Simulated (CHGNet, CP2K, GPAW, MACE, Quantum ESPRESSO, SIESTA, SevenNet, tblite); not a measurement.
## SIESTA runs on C(111) slab, H on the bottom face (81 atoms)

Aim: run C(111) slab, H on the bottom face (81 atoms) in SIESTA and see how near its forces come to a plane-wave reference, and at what cost.

Program: SIESTA 5.4.2. Level of theory: the method is named at each step. Results are calculated unless marked as measured.

### 1. Set-up

The cell holds 81 atoms: 72 C and 9 H. Its edges and angles: a = 7.567 Å, b = 7.567 Å, c = 19.783 Å, α = 90.0°, β = 90.0°, γ = 120.0°. It derives from C (diamond-structure). Diamond-structure C (a = 3.567 Å), (111) slab of 8 atomic planes, 3 x 3 surface cells, H on the broken bonds of the bottom face, 12 Å of vacuum; displaced by a Gaussian of 0.02 Å. Then every atom was moved at random, 0.02 Å r.m.s. a Cartesian component (hydrogen 0.6 of that). Regions: slab, 72 atoms (72 C); hydrogen, 9 atoms (9 H). Vacuum lies along c.

The yardstick, on the same geometry:

```
method                 : Kohn-Sham DFT, PBE, SSSP efficiency 1.3.0 pseudopotentials, plane waves (Quantum ESPRESSO 7.5); sssp-pbe-1.3.0-efficiency, cutoffs 60/480 Ry, Γ point
r.m.s. force component : 1.672 eV/Å
longest force          : 5.94 eV/Å
time                   : 3.3 min on 4 MPI ranks of Arm Neoverse V1, shared host
CPU time               : 13 min
```

### 2. PBE, DZP, shift 0.01 Ry, mesh 300 Ry

Method: Kohn-Sham DFT, PBE, PseudoDojo 0.4.1 norm-conserving pseudopotentials (converted to PSML), numerical atomic orbitals (DZP), diagonalisation.

The .psml files are PseudoDojo norm-conserving potentials that we converted to this format, checked against plane waves on the same files for H, C, O, Si, Ge and Ca alone.

The input, input.fdf:

```
SystemLabel cell
NumberOfAtoms 81
NumberOfSpecies 2
%block ChemicalSpeciesLabel
  1 6 C
  2 1 H
%endblock ChemicalSpeciesLabel
LatticeConstant 1.0 Ang
%block LatticeVectors
  7.56675 0.00000 0.00000
  -3.78337 6.55300 0.00000
  0.00000 0.00000 19.78308
%endblock LatticeVectors
PAO.BasisSize DZP
PAO.EnergyShift 0.01 Ry
XC.Functional GGA
XC.Authors PBE
MeshCutoff 300 Ry
%block kgrid_Monkhorst_Pack
  1 0 0 0.0
  0 1 0 0.0
  0 0 1 0.0
%endblock kgrid_Monkhorst_Pack
SolutionMethod diagon
OccupationFunction FD
ElectronicTemperature 580 K
SCF.Mixer.Method Pulay
SCF.Mixer.Weight 0.05
SCF.Mixer.History 8
SCF.Mix Hamiltonian
MaxSCFIterations 300
SCF.DM.Tolerance 1e-04
SCF.H.Tolerance 1.0e-3 eV
WriteForces T
Write.HirshfeldPop T
Write.VoronoiPop T
Write.DM F
Write.H F
XML.Write F
AtomicCoordinatesFormat Fractional
%block AtomicCoordinatesAndAtomicSpecies
  0.44636 0.89411 0.38407 1
  0.33013 0.99984 0.35912 1
  0.22284 0.78025 0.48942 1
  0.44049 0.88971 0.46202 1
  0.33155 0.00026 0.59393 1
  0.22418 0.77689 0.56877 1
  0.44995 0.89344 0.69765 1
  0.32876 0.99487 0.67247 1
  0.44828 0.56098 0.38455 1
  0.33497 0.66967 0.35923 1
  0.22217 0.44398 0.48959 1
  0.45481 0.56337 0.46292 1
  0.32611 0.66240 0.59344 1
  0.21859 0.43703 0.56675 1
  0.44548 0.55973 0.69706 1
  0.33408 0.67232 0.67138 1
  0.77819 0.88863 0.38473 1
  0.66308 0.99701 0.35886 1
  0.55353 0.78343 0.48803 1
  0.78162 0.89447 0.46142 1
  0.67323 0.00176 0.59045 1
  0.54899 0.77646 0.56895 1
  0.77851 0.89503 0.69588 1
  0.67146 0.00231 0.67090 1
  0.44080 0.22403 0.38458 1
  0.32665 0.33122 0.35863 1
  0.21721 0.11513 0.48857 1
  0.44959 0.21953 0.46277 1
  0.33269 0.32721 0.59177 1
  0.21929 0.10466 0.56642 1
  0.44559 0.22207 0.69696 1
  0.33422 0.33883 0.66815 1
  0.77856 0.55759 0.38412 1
  0.66895 0.66240 0.35810 1
  0.55285 0.44353 0.48529 1
  0.77971 0.55796 0.46422 1
  0.66716 0.66918 0.59293 1
  0.55365 0.43828 0.56972 1
  0.78410 0.55996 0.69692 1
  0.67182 0.66957 0.67042 1
  0.11675 0.89270 0.38580 1
  0.99736 0.99923 0.35905 1
  0.88718 0.77957 0.48712 1
  0.12054 0.88806 0.46438 1
  0.99616 0.99046 0.59243 1
  0.89208 0.77580 0.56722 1
  0.11199 0.89219 0.69573 1
  0.00651 0.00374 0.67178 1
  0.77769 0.22458 0.38554 1
  0.66701 0.33384 0.35793 1
  0.55859 0.11208 0.48735 1
  0.78132 0.22894 0.46425 1
  0.65712 0.33455 0.59299 1
  0.55068 0.11085 0.56886 1
  0.77990 0.21956 0.69844 1
  0.66321 0.32999 0.66988 1
[... 21 atom lines left out ...]
  0.00260 0.99906 0.30323 2
  0.67139 0.33688 0.30301 2
  0.00001 0.66553 0.30433 2
  0.00251 0.33399 0.30416 2
%endblock AtomicCoordinatesAndAtomicSpecies
```

Started as:

```bash
> OMP_NUM_THREADS=1 mpirun -np 2 siesta < input.fdf > output.txt
```

The program printed:

```text
Version         : 5.4.2
reinit: System Name:
reinit: System Label: cell
initatom: Reading input for the pseudopotentials and atomic orbitals ----------
Species number:   1 Atomic number:    6 Label: C
Species number:   2 Atomic number:    1 Label: H
Ground state valence configuration (from tables):   2s02  2p02  3d00  4f00
Ground state valence configuration (from tables):   1s01  2p00  3d00  4f00
---- Processing specs for species: C
GGA--PBE XC_GGA_X_PBE--XC_GGA_C_PBE pb
---- Processing specs for species: H
GGA--PBE XC_GGA_X_PBE--XC_GGA_C_PBE pb
C pseudopotential only contains V_ls up to l=1 -- lmxkb reset.
H pseudopotential only contains V_ls up to l=1 -- lmxkb reset.
Using PAO.SplitTailNorm
%block ChemicalSpeciesLabel
    1    6 C                       # Species index, atomic number, species label
    2    1 H                       # Species index, atomic number, species label
%endblock ChemicalSpeciesLabel
%block PAO.Basis                 # Define Basis set
C                     2                    # Species label, number of l-shells
 n=2   0   2                         # n, l, Nzeta
   4.484      3.048
   1.000      1.000
 n=2   1   2 P   1                   # n, l, Nzeta, Polarization, NzetaPol
   5.436      3.692
   1.000      1.000
H                     1                    # Species label, number of l-shells
 n=1   0   2 P   1                   # n, l, Nzeta, Polarization, NzetaPol
   5.233      3.529
   1.000      1.000
%endblock PAO.Basis
coor:   Atomic-coordinates input format  =     Fractional
siesta: System type = slab
initatomlists: Number of atoms, orbitals, and projectors:     81   981   621
siesta: ******************** Simulation parameters ****************************
Total number of electrons:   297.000000
Total ionic charge:   297.000000
 Kpoints in:            1 . Kpoints trimmed:            1
siesta: k-grid: Number of k-points = 1
siesta: k-points from Monkhorst-Pack grid
siesta: k-cutoff (effective) =     3.783 Ang
siesta: k-point supercell and displacements
siesta: k-grid:     1     0     0      0.000
siesta: k-grid:     0     1     0      0.000
siesta: k-grid:     0     0     1      0.000
                     ====================================
                        Single-point calculation
                     ====================================
outcell: Unit cell vectors (Ang):
        7.566750    0.000000    0.000000
       -3.783370    6.553000    0.000000
        0.000000    0.000000   19.783080
outcell: Cell vector modules (Ang)   :    7.566750    7.566749   19.783080
outcell: Cell angles (23,13,12) (deg):     90.0000     90.0000    120.0000
outcell: Cell volume (Ang**3)        :    980.9423
Gamma-point calculation with multiply-connected orbital pairs
Gamma-point calculation with multiply-connected orbital pairs
Folding of H and S implicitly performed
Folding of H and S implicitly performed
new_DM -- step:     1
Initializing Density Matrix...
Attempting to read DM from file... Failed...
DM filled with atomic data:
InitMesh: MESH = 72 x 72 x 216 = 1119744
InitMesh: Mesh cutoff (required, used) =   300.000   329.474 Ry
stepf: Fermi-Dirac step function
        iscf     Eharris(eV)        E_KS(eV)     FreeEng(eV)     dDmax    Ef(eV) dHmax(eV)
   scf:    1   -11703.712026   -11878.680519   -11879.008868  1.856922 -5.700544 10.110682
   scf:    2   -11863.127458   -11879.741971   -11880.105609  0.626853 -5.482342  9.653766
   scf:    3   -11879.148219   -11884.215660   -11884.630265  0.526729 -5.377378  6.383348
   scf:    4   -11881.431151   -11884.998685   -11885.435187  0.415086 -5.075613  6.812222
   scf:    5   -11885.786405   -11886.451555   -11886.904690  0.389686 -4.974044  3.632792
   scf:    6   -11882.319870   -11885.956922   -11886.386604  0.370758 -4.651455  4.818888
[...]
scf:   33   -11888.625914   -11888.625913   -11889.090946  0.000141 -3.976982  0.001337
   scf:   34   -11888.625913   -11888.625913   -11889.090946  0.000122 -3.976988  0.000657
   scf:   35   -11888.625919   -11888.625916   -11889.090946  0.000051 -3.977034  0.000594
SCF Convergence by DM+H criterion
max |DM_out - DM_in|         :     0.0000513398
max |H_out - H_in|      (eV) :     0.0005937300
SCF cycle converged after 35 iterations
Using DM_out to compute the final energy and forces
siesta: E_KS(eV) =           -11888.6259
siesta: E_KS - E_eggbox =    -11888.6259
siesta: Atomic forces (eV/Ang):
     1   -0.775767   -1.478809   -0.725661
     2    1.136094    1.086030    0.791901
     3    1.398188   -0.613541    0.082381
     4    1.382201    0.682524    0.475478
     5    0.929311   -0.810868   -1.391449
     6   -0.604289    0.705270   -0.793026
[...]
79   -0.019804   -0.106003   -1.100242
    80   -0.021463    0.253007   -0.437731
    81   -0.112043    0.094717   -0.059404
----------------------------------------
   Tot    0.002615   -0.009225    0.008464
----------------------------------------
   Max    6.065645
   Res    1.715907    sqrt( Sum f_i^2 / 3N )
----------------------------------------
   Max    6.065645    constrained
Stress tensor Voigt[x,y,z,yz,xz,xy] (kbar):      -74.75      -67.83      -12.13        2.62       -0.78        1.20
(Free)E + p*V (eV/cell)   -11857.5180
Target enthalpy (eV/cell)   -11889.0909
siesta: Program's energy decomposition (eV):
siesta: Ebs     =     -3956.011243
siesta: Eions   =     20594.164480
siesta: Ena     =      5452.961746
siesta: Ekin    =      8327.956295
siesta: Enl     =      -485.059925
siesta: DEna    =      -300.589965
siesta: DUscf   =        24.503125
siesta: Ex      =     -3924.618706
siesta: Ec      =      -389.614006
siesta: Exc     =     -4314.232712
siesta: Eharris =    -11888.625919
siesta: Etot    =    -11888.625916
siesta: FreeEng =    -11889.090946
siesta: Final energy (eV):
siesta:  Band Struct. =   -3956.011243
siesta:       Kinetic =    8327.956295
siesta:       Hartree =   87090.685973
siesta:         Exch. =   -3924.618706
siesta:         Corr. =    -389.614006
siesta:   Exch.-corr. =   -4314.232712
siesta:  Ion-electron = -181714.477002
siesta:       Ion-ion =   78721.441530
siesta:         Total =  -11888.625916
siesta:         Fermi =      -3.977034
siesta: Stress tensor (static) (eV/Ang**3):
siesta:    -0.046657    0.000750   -0.000490
siesta:     0.000750   -0.042334    0.001635
siesta:    -0.000489    0.001635   -0.007568
siesta: Cell volume =        980.942296 Ang**3
siesta: Pressure (static):
siesta:                Solid            Molecule  Units
siesta:           0.00035055          0.00021477  Ry/Bohr**3
siesta:           0.03218630          0.01971972  eV/Ang**3
siesta:          51.56813633         31.59448014  kBar
    Orbital volume contribution        =          29.643299 eV
    (Free)E + p_basis*V_orbitals       =      -11859.447647 eV
    (Free)Eharris+ p_basis*V_orbitals  =      -11859.447650 eV
siesta: Electric dipole (a.u.)  =   -0.000000    0.000000   -3.069428
siesta: Electric dipole (Debye) =   -0.000000    0.000000   -7.801707
Hirshfeld Atomic Populations:
Atom #   charge [q] valence [e]  Species
     1     0.014997    3.985003  C
     2    -0.025776    4.025776  C
     3     0.006872    3.993128  C
     4     0.002719    3.997281  C
     5     0.020066    3.979934  C
     6     0.005989    3.994011  C
[...]
73     0.013682    0.986318  H
    74     0.010455    0.989545  H
    75     0.015490    0.984510  H
    76     0.015507    0.984493  H
    77     0.016038    0.983962  H
    78     0.014575    0.985425  H
[...]
--------------------
 Total    -0.000032
Voronoi Atomic Populations:
Atom #   charge [q] valence [e]  Species
[...]
70     0.003429    3.996571  C
    71    -0.011836    4.011836  C
    72    -0.006129    4.006129  C
[...]
79     0.006268    0.993732  H
    80     0.011735    0.988265  H
    81     0.008172    0.991828  H
--------------------
 Total    -0.000031
```

Wall time 3.6 min (2 MPI ranks of Arm Neoverse V1, shared host); peak memory 1 GiB; 7.3 min of CPU time.

Banners, paths, timers and routine set-up lines are dropped from the logs unmarked, and long logs keep their key lines alone; longer cuts are marked.

Compared with the plane-wave run:

```yaml
r_m_s_force_component: 1.716 eV/Å
r_m_s_difference_of_force_components: 148.6 meV/Å
longest_difference_of_force_vectors: 567.6 meV/Å
force_difference_over_r_m_s_force: 8.888 %
slope_of_forces_against_the_reference_s: 1.023
correlation_of_force_components: 0.9965
```

Length of the force difference by element (eV/Å):

| element | atoms | mean | most |
| --- | --- | --- | --- |
| C | 72 | 0.19 | 0.46 |
| H | 9 | 0.50 | 0.57 |

A closer look about C1, picked at random: 9 atoms, nearest first, numbered in the order of the input, with positions taken from that point.

| atom | x | y | z | distance (Å) | bonds | Hirshfeld charge (e) | Fx | Fy | Fz (eV/Å) |
| --- | --- | --- | --- | --- | --- | --- | --- | --- | --- |
| C1 | 0.00 | 0.00 | 0.00 | 0.00 | 4 | 0.01 | -0.78 | -1.48 | -0.73 |
| C18 | 1.25 | 0.67 | -0.50 | 1.51 | 4 | -0.02 | 0.93 | 1.56 | 1.84 |
| C2 | -1.28 | 0.69 | -0.49 | 1.54 | 4 | -0.03 | 1.14 | 1.09 | 0.79 |
| C4 | -0.03 | -0.03 | 1.54 | 1.54 | 4 | 0.00 | 1.38 | 0.68 | 0.48 |
| C10 | 0.01 | -1.47 | -0.49 | 1.55 | 4 | -0.02 | -0.40 | -0.06 | 1.18 |
| H73 | -1.25 | 0.70 | -1.59 | 2.14 | 1 | 0.01 | -0.20 | -0.03 | -0.76 |
| H75 | 1.30 | 0.73 | -1.59 | 2.18 | 1 | 0.02 | -0.18 | -0.14 | -1.01 |
| H74 | 0.00 | -1.49 | -1.59 | 2.18 | 1 | 0.01 | -0.07 | 0.03 | -0.59 |
| C41 | -2.49 | -0.01 | 0.03 | 2.49 | 4 | 0.01 | -1.57 | -0.66 | -0.86 |

Forces lie 8.9 % from the reference's, at 0.56 times its CPU time (on 2 against 4 cores).

The difference per atom is largest on H (0.50 eV/Å on average, against 0.19 on C).

### 3. PBE, TZP, shift 0.01 Ry, mesh 300 Ry

Method: Kohn-Sham DFT, PBE, PseudoDojo 0.4.1 norm-conserving pseudopotentials (converted to PSML), numerical atomic orbitals (TZP), diagonalisation.

input.fdf: that of step 2 with these lines changed.

```diff
@@ -13,3 +13,3 @@
 %endblock LatticeVectors
-PAO.BasisSize DZP
+PAO.BasisSize TZP
 PAO.EnergyShift 0.01 Ry
```

The program printed:

```text
Version         : 5.4.2
reinit: System Name:
reinit: System Label: cell
initatom: Reading input for the pseudopotentials and atomic orbitals ----------
Species number:   1 Atomic number:    6 Label: C
Species number:   2 Atomic number:    1 Label: H
Ground state valence configuration (from tables):   2s02  2p02  3d00  4f00
[... lines left out ...]
SCF Convergence by DM+H criterion
[... lines left out ...]
SCF cycle converged after 37 iterations
[... lines left out ...]
   Max    6.021389
[... lines left out ...]
   Max    6.021389    constrained
Stress tensor Voigt[x,y,z,yz,xz,xy] (kbar):      -70.38      -63.64       -8.25        2.54       -0.83        1.21
[... lines left out ...]
siesta: FreeEng =    -11890.658080
[... lines left out ...]
siesta:         Fermi =      -3.991640
[... lines left out ...]
siesta:          47.42220833         29.13513099  kBar
    Orbital volume contribution        =          36.770575 eV
    (Free)E + p_basis*V_orbitals       =      -11853.887505 eV
    (Free)Eharris+ p_basis*V_orbitals  =      -11853.887502 eV
siesta: Electric dipole (a.u.)  =   -0.000000    0.000000   -3.089900
siesta: Electric dipole (Debye) =   -0.000000    0.000000   -7.853743
Hirshfeld Atomic Populations:
Atom #   charge [q] valence [e]  Species
     1     0.014791    3.985209  C
     2    -0.025527    4.025527  C
     3     0.006890    3.993110  C
[...]
73     0.013863    0.986137  H
    74     0.010673    0.989327  H
    75     0.015663    0.984337  H
[...]
--------------------
 Total    -0.000045
Voronoi Atomic Populations:
Atom #   charge [q] valence [e]  Species
[...]
71    -0.011946    4.011946  C
    72    -0.005804    4.005804  C
[...]
80     0.012399    0.987601  H
    81     0.008845    0.991155  H
--------------------
 Total    -0.000044
```

Wall time 5.4 min (2 MPI ranks); peak memory 1.2 GiB.

Numbers from this run, and their distance from the reference:

```
r.m.s. force component                  : 1.697 eV/Å
r.m.s. difference of force components   : 125.3 meV/Å
longest difference of force vectors     : 491.7 meV/Å
force difference over r.m.s. force      : 7.495 %
slope of forces against the reference's : 1.012
correlation of force components         : 0.9973
```

Against the first run (8.9 %), the force difference from the reference is 7.5 %, at 1.5 times the CPU time, with 1278 basis functions against 981: the larger basis brings the forces nearer.

The difference per atom is largest on H (0.43 eV/Å on average, against 0.16 on C).

### 4. The ladder

Differences are against the plane-wave reference, forces as r.m.s. over components; share is that over the reference's r.m.s. force, slope the least-squares factor from reference forces to these. Total energies of different programs have different zeros and aren't compared.

| run | Δ force, r.m.s. (meV/Å) | share (%) | slope | cores | CPU time | memory (GiB) |
| --- | --- | --- | --- | --- | --- | --- |
| reference | - | - | - | 4 | 13 min | 3.2 |
| SIESTA PBE, DZP, shift 0.01 Ry, mesh 300 Ry | 149 | 8.89 | 1.023 | 2 | 7.3 min | 1.0 |
| SIESTA PBE, TZP, shift 0.01 Ry, mesh 300 Ry | 125 | 7.49 | 1.012 | 2 | 11 min | 1.2 |

CPU time is summed over cores on a shared host, where runs went side by side, so it is rough. Symmetry, cutoffs, thresholds, outputs and thread counts weren't matched or tuned between programs; memory under MPI is the largest rank's times the ranks.

### 5. What came out

```yaml
nearest_in_forces: SIESTA PBE, TZP, shift 0.01 Ry, mesh 300 Ry, 7.5 %
its_cpu_time: 11 min
```

**Reading.** The PBE runs in local orbitals differ by 7.5 % (SIESTA PBE, TZP, shift 0.01 Ry, mesh 300 Ry) to 8.9 % (SIESTA PBE, DZP, shift 0.01 Ry, mesh 300 Ry); basis, grid and potentials can all enter. None of the electronic-structure runs in the table takes under half the reference's CPU time of 13 min; they take 0.56 to 0.83 times as much. With short bonds to hydrogen, sets of potentials differ among themselves by several per cent in forces even at converged cutoffs, so the reference isn't exact here either. The electron count is odd in these runs, and they have no spin polarisation, so the unpaired electron is spread evenly over both spins. The runs have no spin polarisation, so any moments at edges, vacancies or dangling bonds can't form. The electronic-structure runs sample only Γ, in a cell whose shortest periodic width is 7 Å, which is coarse for a cell with partly filled levels.

[Also dropped from logs without a mark: logging warnings of Python, and SIESTA's first energy breakdown and zero terms.]

[Logs are printed without paths, hosts, clocks, repeated set-up lines and the standing remarks that a program may print on its own settings, such as how far it seeks lower states.]

[Hosts, paths, dates, database ids (printed as entryN), source tags and the programs' standing remarks are cut or masked in the printed files.]
